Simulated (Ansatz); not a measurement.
# Formation energy and levels of the vacancy V_Sr in SrO (Fm-3m)

Aim: at which Fermi levels does V_Sr in SrO (Fm-3m) change its charge? The model is a cell of 64 host atoms with 1 Sr taken out.

Program: Ansatz 0.2.0. Level of theory: place-levels on r2SCAN runs: charge-transition levels and formation energies with image-charge correction and potential alignment at the atomic sites; PAW set soft_1. Results are calculated unless marked as measured.

### 1. Starting point

The cell holds 63 atoms: 31 Sr and 32 O. Its edges and angles: a = 10.321 Å, b = 10.321 Å, c = 10.321 Å, α = 90.0°, β = 90.0°, γ = 90.0°. It derives from SrO (space group Fm-3m). Nearest the centre at fractional (0.250, 0.500, 0.500): O16 at 2.58 Å, O30 at 2.58 Å, O31 at 2.58 Å, O23 at 2.58 Å, O28 at 2.58 Å, O60 at 2.58 Å, Sr10 at 3.65 Å, Sr4 at 3.65 Å.

As a file:

```xyz
63
Lattice="10.3205 0.0000 0.0000 0.0000 10.3205 0.0000 0.0000 0.0000 10.3205" Properties=species:S:1:pos:R:3 pbc="T T T"
Sr    0.0000    0.0000    2.5801
Sr    0.0000    2.5801    0.0000
Sr    2.5801    0.0000    0.0000
Sr    2.5801    2.5801    2.5801
O     0.0000    0.0000    0.0000
O     0.0000    2.5801    2.5801
O     2.5801    0.0000    2.5801
O     2.5801    2.5801    0.0000
Sr    0.0000    0.0000    7.7404
Sr    0.0000    2.5801    5.1603
Sr    2.5801    0.0000    5.1603
Sr    2.5801    2.5801    7.7404
O     0.0000    0.0000    5.1603
O     0.0000    2.5801    7.7404
O     2.5801    0.0000    7.7404
O     2.5801    2.5801    5.1603
Sr    0.0000    5.1603    2.5801
Sr    0.0000    7.7404    0.0000
Sr    2.5801    5.1603    0.0000
Sr    2.5801    7.7404    2.5801
O     0.0000    5.1603    0.0000
O     0.0000    7.7404    2.5801
O     2.5801    5.1603    2.5801
O     2.5801    7.7404    0.0000
Sr    0.0000    5.1603    7.7404
Sr    0.0000    7.7404    5.1603
Sr    2.5801    7.7404    7.7404
O     0.0000    5.1603    5.1603
O     0.0000    7.7404    7.7404
O     2.5801    5.1603    7.7404
O     2.5801    7.7404    5.1603
Sr    5.1603    0.0000    2.5801
Sr    5.1603    2.5801    0.0000
Sr    7.7404    0.0000    0.0000
Sr    7.7404    2.5801    2.5801
O     5.1603    0.0000    0.0000
O     5.1603    2.5801    2.5801
O     7.7404    0.0000    2.5801
O     7.7404    2.5801    0.0000
Sr    5.1603    0.0000    7.7404
Sr    5.1603    2.5801    5.1603
Sr    7.7404    0.0000    5.1603
Sr    7.7404    2.5801    7.7404
O     5.1603    0.0000    5.1603
O     5.1603    2.5801    7.7404
O     7.7404    0.0000    7.7404
O     7.7404    2.5801    5.1603
Sr    5.1603    5.1603    2.5801
Sr    5.1603    7.7404    0.0000
Sr    7.7404    5.1603    0.0000
Sr    7.7404    7.7404    2.5801
O     5.1603    5.1603    0.0000
O     5.1603    7.7404    2.5801
O     7.7404    5.1603    2.5801
O     7.7404    7.7404    0.0000
Sr    5.1603    5.1603    7.7404
Sr    5.1603    7.7404    5.1603
Sr    7.7404    5.1603    5.1603
Sr    7.7404    7.7404    7.7404
O     5.1603    5.1603    5.1603
O     5.1603    7.7404    7.7404
O     7.7404    5.1603    7.7404
O     7.7404    7.7404    5.1603
```

The host's dielectric constants go in as inputs: 3.86 for the electrons alone, 21.43 with the ions, computed on the host (DFPT, PBEsol, on the r2SCAN cell), and a cell off the functional's own equilibrium shifts the ionic part.

The cell's shortest repeat is 10.3 Å.

### 2. What was run first

Levels follow from differences of total energies between charge states, each relaxed by itself.

Each atom starts 0.05 Å or so off its site in a random direction: a symmetric start keeps its symmetry, and would miss off-centre moves and Jahn–Teller distortions. Forces are taken at one point at (¼, ¼, ¼). The cell holds 2 electrons more than the neutral one, with a uniform background that keeps it neutral on the whole.

The sampling was tested on the host first: at the k-points planned (1x1x1 shifted 0.25 0.25 0.25) its energy lies 0.000 eV an atom from the dense-mesh value, under the bound of 0.02 eV set for this test; that bounds the host's error, not the defect's.

One state's input; the others differ in charge, spin, start and seed, and in occupations where the table says so.

qm2.relax/input.yaml reads:

```yaml
crystal:
  lattice:
    - [5.16027195, 0.0, 0.0]
    - [0.0, 5.16027195, 0.0]
    - [0.0, 0.0, 5.16027195]
  atoms:
    - { symbol: Sr, position: [0.0, 0.0, 0.5] }
    - { symbol: Sr, position: [0.0, 0.5, 0.0] }
    - { symbol: Sr, position: [0.5, 0.0, 0.0] }
    - { symbol: Sr, position: [0.5, 0.5, 0.5] }
    - { symbol: O, position: [0.0, 0.0, 0.0] }
    - { symbol: O, position: [0.0, 0.5, 0.5] }
    - { symbol: O, position: [0.5, 0.0, 0.5] }
    - { symbol: O, position: [0.5, 0.5, 0.0] }
  supercell: [2, 2, 2]
  defects: [{ vacancy: 26 }]
total_charge: -2
basis:
  ecutwfc: 500
  xc_grid: 2
hamiltonian:
  xc: r2scan
  pseudopotentials: { kind: paw, azcp: { folder: soft_1 } }
kpoints:
  mp_grid: { grid: [1, 1, 1], shift: [0.25, 0.25, 0.25] }
scf:
  occupations: { method: fixed }
  max_iter: 100
output:
  forces: true
  charged_corrections: { epsilon: 3.86, static_epsilon: 21.43 }
relax:
  f_tol: 0.02
  max_steps: 80
  random_displacement: { amplitude: 0.05, seed: 6026 }
checkpoint:
  write: "../qm2.relax.run"
  compress: false
  write_wavefunctions: true
  write_every: 100000
```

On the command line:

```sh
$ ansatz run input.yaml --threads 4 --pin off --max-ram 15073MiB --backend cpu --events-out ev --progress --plain --runs-dir out
```

The relaxed structure is kept and the sampling changed to a 2×2×2 shifted mesh.

The run of this state that the levels use, under r2SCAN:

qm2.point/input.yaml reads:

```yaml
crystal:
  checkpoint: "../qm2.relax.run"
  host: checkpoint
total_charge: -2
basis:
  ecutwfc: 500
  xc_grid: 2
hamiltonian:
  xc: r2scan
  pseudopotentials: { kind: paw, azcp: { folder: soft_1 } }
kpoints:
  mp_grid: { grid: [2, 2, 2], shift: [0.5, 0.5, 0.5] }
scf:
  occupations: { method: fermi_dirac, width: 0.01 }
  max_iter: 100
output:
  forces: true
  eigenvalues: true
  charged_corrections:
    epsilon: 3.86
    static_epsilon: 21.43
    defect_position: [0.25, 0.5, 0.5]
  eigenstates: { localisation: true }
  populations: true
checkpoint:
  read: "../qm2.relax.run"
  write: "../qm2.point.run"
  compress: false
  write_wavefunctions: false
  write_every: 100000
```

Relaxations under r2SCAN at one point at (¼, ¼, ¼); times on 4 threads of Arm Neoverse V2, shared host:

```csv
charge,moment (μB),occupations,outcome,steps,largest displacement against the far atoms (Å),time
−2,0,fixed,converged,4,0.18,2.2 min
−1,1,fixed,converged,7,0.19,11 min
0,0,fixed,converged,5,0.20,5.9 min
+1,1,fixed,converged,6,0.21,13 min
0,2,fixed,converged,8,0.20,9.2 min
```

Single points under r2SCAN at a 2×2×2 shifted mesh; times on 4 threads of Arm Neoverse V2, shared host:

```csv
charge,moment (μB),occupations,outcome,time
−2,0,fermi-dirac,converged,2.8 min
−1,1,fermi-dirac,converged,7.8 min
0,0,fermi-dirac,converged,3.2 min
+1,1,fermi-dirac,converged,11 min
0,2,fermi-dirac,converged,6.9 min
```

Distances (Å) from the ideal centre to the nearest atoms after relaxation with r2SCAN:

```csv
charge,moment (μB),1.,2.,3.,4.,5.,6.
−2,0,O 2.76,O 2.76,O 2.76,O 2.76,O 2.76,O 2.77
−1,1,O 2.77,O 2.77,O 2.77,O 2.77,O 2.77,O 2.77
0,0,O 2.77,O 2.77,O 2.77,O 2.78,O 2.78,O 2.78
0,2,O 2.78,O 2.78,O 2.78,O 2.78,O 2.78,O 2.79
+1,1,O 2.78,O 2.79,O 2.79,O 2.79,O 2.79,O 2.79
```

### 3. Placing the levels, r2SCAN

A charged cell interacts with its images and the background, and its potential has another zero than the host's. place-levels removes the first by a point-charge model, screened by the static dielectric constant since the ions have relaxed around the charge, and the second by comparing potentials at atoms far from the defect.

The host is a run of the defect-free crystal in the same cutoffs, grids and k-points, so that basis and sampling errors cancel in part in the differences. The host is run in a cell of 8 atoms on a matching mesh. Its band edges are searched through the zone by a band path, so the gap is smaller than, or equal to, that on the mesh. Chemical potentials are energies per atom of Sr (fcc), run with the same functional and cutoff.

levels.point.yaml reads:

```yaml
host:
  run: host.point.run
states: [qm2.point.run, qm1_M1.point.run, q0.point.run, qp1_M1.point.run, q0_M2.point.run]
geometry_from:
  qm2.point.run: qm2.relax.run
  qm1_M1.point.run: qm1_M1.relax.run
  q0.point.run: q0.relax.run
  qp1_M1.point.run: qp1_M1.relax.run
  q0_M2.point.run: q0_M2.relax.run
chemical_potentials:
  Sr:
    energy: -3555.131429
    dataset: "<sha256 of the dataset>"
epsilon: 3.86
static_epsilon: 21.43
vertical:
  - { from: qm2.point.run, to: qm2.point_neutral.run }
  - { from: qm1_M1.point.run, to: qm1_M1.point_neutral.run }
  - { from: qp1_M1.point.run, to: qp1_M1.point_neutral.run }
```

On the command line:

```sh
$ ansatz place-levels levels.point.yaml -- --threads 4 --pin off --max-ram 15073MiB
```

Numbers of over 12 decimals in the logs are rounded to 6 here.

The log of the run:

```text
[... repeated set-up lines and file paths are left out, and long positions are rounded to six places ...]
(+1/0) 0.000 eV above the valence edge (-0.222 eV without the band-filling correction), 3.799 eV under the conduction edge
(0/-1) 0.227 eV above the valence edge, 3.573 eV under the conduction edge
(-1/-2) 0.528 eV above the valence edge, 3.272 eV under the conduction edge
formation energy of charge +1: +8.151 eV with the Fermi level at the valence edge
formation energy of charge 0: +8.151 eV with the Fermi level at the valence edge
formation energy of charge -1: +8.378 eV with the Fermi level at the valence edge
formation energy of charge -2: +8.906 eV with the Fermi level at the valence edge
vertical -2 to 0: no energy, since no alignment is typed
  the change from vertical[0].from (qm2.point.run) to vertical[0].to (qm2.point_neutral.run): by its potential at epsilon 3.86 it stands at 0.250 0.501 0.501, with an rms radius of about 4.7 Å (2.7 2.7 2.7 Å across the planes of the cell's vectors); [...]
vertical -1 to 0: no energy, since no alignment is typed
  the change from vertical[1].from (qm1_M1.point.run) to vertical[1].to (qm1_M1.point_neutral.run): by its spins about the atoms it stands at 0.250 0.500 0.500, with an rms radius of about 3.1 Å (1.8 1.8 1.8 Å across the planes of the cell's vectors); [...]
vertical +1 to 0: no energy, since no alignment is typed
  the change from vertical[2].from (qp1_M1.point.run) to vertical[2].to (qp1_M1.point_neutral.run): by its potential at epsilon 3.86 it stands at 0.249 0.500 0.499, with an rms radius of about 5.5 Å (3.1 3.1 3.2 Å across the planes of the cell's vectors); [...]
  edges by r2scan, gap 3.799 eV; the host is sampled to repeats of 29.19 Å
  the defect's cells are sampled to repeats of 29.19 Å, like sampling
  charge +1: -128510.3278 eV with its correction of -0.299 eV, at epsilon 21.43, aligned at sites: -0.3917 eV, mean over 37 atomic sites at or beyond 5.16 Å from the defect at [0.2500, 0.5000, 0.5000], with +0.000000 for the charge's moments and without [...]
  states[3] (qp1_M1.point.run): levels filled in part (TS 0.015 eV): its energy is of no whole electron's
  charge 0: +0.000 eV for its dipole among its images, +0.000 omitted
  charge -1: -128495.2921 eV with its correction of +0.399 eV, at epsilon 21.43, aligned at sites: -0.3065 eV, mean over 37 atomic sites at or beyond 5.16 Å from the defect at [0.2500, 0.5000, 0.5000], with +0.000000 for the charge's moments and without [...]
  states[1] (qm1_M1.point.run): levels filled in part (TS 0.014 eV): its energy is of no whole electron's
  charge -2: -128487.2490 eV with its correction of +1.000 eV, at epsilon 21.43, aligned at sites: -0.3155 eV, mean over 37 atomic sites at or beyond 5.16 Å from the defect at [0.2500, 0.5000, 0.5000], with +0.000000 for the charge's moments and without [...]
  charge 0: states[2] (q0.point.run) stands 0.424 eV higher, with a moment of 0.00 μB against 2.00
  states[2] (q0.point.run): levels filled in part (TS 0.029 eV): its energy is of no whole electron's
  of states[3] (qp1_M1.point.run): it parts from the run at its places by a charge that spreads by about 3.2 Å along one vector (1.8 Å or more is wide), by its potential at epsilon 3.86, taken for that of held ions (one typed too small widens it), where the [...]
  of states[4] (q0_M2.point.run): stability_check_not_made
  of states[1] (qm1_M1.point.run): it parts from the run at its places by a charge that spreads by about 1.8 Å along one vector (1.8 Å or more is wide), by the spins about the atoms, where the cell does not tell a trapped carrier from a band state. [...]
  of states[0] (qm2.point.run): it parts from the run at its places by a charge that spreads by about 2.7 Å along one vector (1.8 Å or more is wide), by its potential at epsilon 3.86, taken for that of held ions (one typed too small widens it), where the cell [...]
  of vertical[0].from (qm2.point.run): it parts from the run at its places by a charge that spreads by about 2.7 Å along one vector (1.8 Å or more is wide), by its potential at epsilon 3.86, taken for that of held ions (one typed too small widens it), where [...]
  vertical[0].to (qm2.point_neutral.run): levels filled in part (TS 0.031 eV): its energy is of no whole electron's
  vertical[1].from (qm1_M1.point.run): levels filled in part (TS 0.014 eV): its energy is of no whole electron's
  of vertical[1].from (qm1_M1.point.run): stability_check_not_made; [...]
  vertical[1].to (qm1_M1.point_neutral.run): levels filled in part (TS 0.030 eV): its energy is of no whole electron's
  vertical[2].from (qp1_M1.point.run): levels filled in part (TS 0.015 eV): its energy is of no whole electron's
  of vertical[2].from (qp1_M1.point.run): its moments are held at its close (magnetization.spin_locking), by a field of 0.024 eV a Bohr magneton, and its energy and levels are of the state that this holds: a run that lets them go can end lower; [...]
  vertical[2].to (qp1_M1.point_neutral.run): levels filled in part (TS 0.029 eV): its energy is of no whole electron's
```

The job ended after 0.5 s (4 threads of Arm Neoverse V2, shared host).

Levels between the charges placed, in eV above the valence top:

```csv
,gap (eV),(+1/0),(0/−1),(−1/−2)
r2SCAN,3.80,0.00,0.23,0.53
```

Corrections by state:

```csv
charge,moment (μB),image terms and alignment (eV),band filling (eV),ε used,"over the lowest of its charge, as the program ranks them, band filling apart (eV)"
+1,1.0,-0.299,-0.222,21.43,0.000
0,2.0,0.000,-,-,0.000
−1,1.0,0.399,-,21.43,0.000
−2,0.0,1.000,-,21.43,0.000
0,0.0,0.000,-,-,0.424
```

The charged structures listed were also run neutral, and place-levels reads from each pair, by the potential or the spins, how wide the charge is by which they differ; that can be the carrier of either run.

```csv
charge,rms radius (Å),spread where it is widest against the cell (Å),wide from (Å),reading
+1,5.5,3.24,1.79,wide
−1,3.1,1.81,1.79,wide
−2,4.7,2.72,1.79,wide
```

The neutral runs of these pairs need not share the spin of the lowest neutral state, and very wide values only mean spread over the cell.

From the program's caveats on the states, each cut to its opening words:

- charge +1 (1 μB): it parts from the run at its places by a charge that spreads by about 3.2 Å along one vector (1.8 Å or more is wide), by its potential at epsilon 3.86, taken [...]
- charge +1 (1 μB): a band-filling correction moves a carrier to the host's band edge, which changes its energy by -0.222 eV
- charge +1 (1 μB): its moments are held at its close (magnetization.spin_locking), by a field of 0.024 eV a Bohr magneton, and its energy and levels are of the state that this [...]
- charge +1 (1 μB), 0 (2 μB), −1 (1 μB): flagged: stability check not made
- charge −1 (1 μB): it parts from the run at its places by a charge that spreads by about 1.8 Å along one vector (1.8 Å or more is wide), by the spins about the atoms, where the [...]
- charge −2: it parts from the run at its places by a charge that spreads by about 2.7 Å along one vector (1.8 Å or more is wide), by its potential at epsilon 3.86, taken [...]

Chemical potentials of the elements' reference phases, run alike. Formation energy by charge state (elemental references; gap 3.80 eV):

```csv
charge,at valence top (eV),at conduction bottom (eV),correction included (eV)
+1,8.15,11.95,-0.52
0,8.15,8.15,0.00
−1,8.38,4.58,0.40
−2,8.91,1.31,1.00
```

(Fermi level (eV), lowest formation energy (eV)): (0.00, 8.15), (0.35, 8.03), (0.69, 7.53), (1.04, 6.84), (1.38, 6.14), (1.73, 5.45), (2.07, 4.76), (2.42, 4.07), (2.76, 3.38), (3.11, 2.69), (3.45, 2.00), (3.80, 1.31)

### 4. Effect of the sampling

The relaxations' own energies give the levels at their sampling, for comparison.

levels.relax_mesh.yaml reads:

```yaml
host:
  run: host.relax.run
states: [qm2.relax.run, qm1_M1.relax.run, q0.relax.run, qp1_M1.relax.run, q0_M2.relax.run]
chemical_potentials:
  Sr:
    energy: -3555.131429
    dataset: "<sha256 of the dataset>"
```

On the command line:

```sh
$ ansatz place-levels levels.relax_mesh.yaml -- --threads 4 --pin off --max-ram 15073MiB
```

The log of the run:

```text
(+1/0) 0.002 eV beneath the valence edge (-0.220 eV without the band-filling correction), in the valence band
(0/-1) 0.238 eV above the valence edge, 3.561 eV under the conduction edge
(-1/-2) 0.521 eV above the valence edge, 3.278 eV under the conduction edge
formation energy of charge +1: +8.148 eV with the Fermi level at the valence edge
formation energy of charge 0: +8.146 eV with the Fermi level at the valence edge
formation energy of charge -1: +8.385 eV with the Fermi level at the valence edge
formation energy of charge -2: +8.906 eV with the Fermi level at the valence edge
  edges by r2scan, gap 3.799 eV; the host is sampled to repeats of 14.60 Å
[... the lines on each state left out ...]
```

Elapsed: 0.16 s, on 4 threads.

Levels between neighbouring charges, in eV above the valence top:

```csv
,gap (eV),(+1/0),(0/−1),(−1/−2)
"one point at (¼, ¼, ¼)",3.80,0.00,0.24,0.52
a 2×2×2 shifted mesh,3.80,0.00,0.23,0.53
```

Going from one point at (¼, ¼, ¼) to a 2×2×2 shifted mesh moves the levels that carry no band-filling term by up to 0.01 eV and formation energies against the elements by up to 0.01 eV; band-filling terms, which differ between samplings, are in these energies.

### 5. Outcome

```yaml
gap_of_the_host: 3.80 eV (r2SCAN)
level_plus_1_over_0: 0.00 eV above the valence top (-0.22 eV above the valence top without the band-filling term)
level_0_minus_1: 0.23 eV above the valence top
level_minus_1_minus_2: 0.53 eV above the valence top
lowest_of_the_charges_placed_just_above_the_valence_top_0p02_ev: 0
lowest_of_the_charges_placed_just_below_the_conduction_bottom_0p02_ev: −2
lowest_formation_energy_at_mid_gap_of_the_charges_run_elemental_references: 5.11 eV
```

In words: Of the charges placed (−2, −1, 0 and +1), the lowest changes at 0.23 eV (0/−1) and 0.53 eV (−1/−2) above the valence top, in a gap of 3.80 eV. (0/−1) and (−1/−2) lie nearer to a band edge than the share of the finite-size correction in them (0.40 and 0.60 eV), and that correction holds for a localised charge alone. Charges below −2 were not placed, so these runs say nothing of levels that involve them. States placed: +1 at 1 μB; 0 at 2 μB and 0 μB; −1 at 1 μB; −2 at 0 μB. Other spin states or structures, where not listed, weren't placed. The program finds carriers beyond a band edge of the host and adds a band-filling term at charge +1 (-0.22 eV); steps to such a charge show no bound level, and a defect level inside a band would be read the same way. Going from one point at (¼, ¼, ¼) to a 2×2×2 shifted mesh moves the levels that carry no band-filling term by up to 0.01 eV and formation energies against the elements by up to 0.01 eV; band-filling terms, which differ between samplings, are in these energies. What this leaves open: r2SCAN makes the gap too small and tends to spread out bound carriers; where a gas molecule sets a chemical potential or the host's formation energy, its binding is uncorrected.

[Logs are printed without paths, hosts, clocks, repeated set-up lines and the standing remarks that a program may print on its own settings, such as how far it seeks lower states.]

[Hosts, paths, dates, database ids (printed as entryN), source tags and the programs' standing remarks are cut or masked in the printed files.]

[Where a table of states has a column of steps, it counts the stored structures, which are thinned; the runs took as many ionic steps or more.]

[A defect's name tells the site on which it was built; relaxed atoms can leave that site.]

[For some hosts the program warned that the k-mesh of the response run may be too coarse for force constants and the static dielectric constant; such warnings are not shown here.]
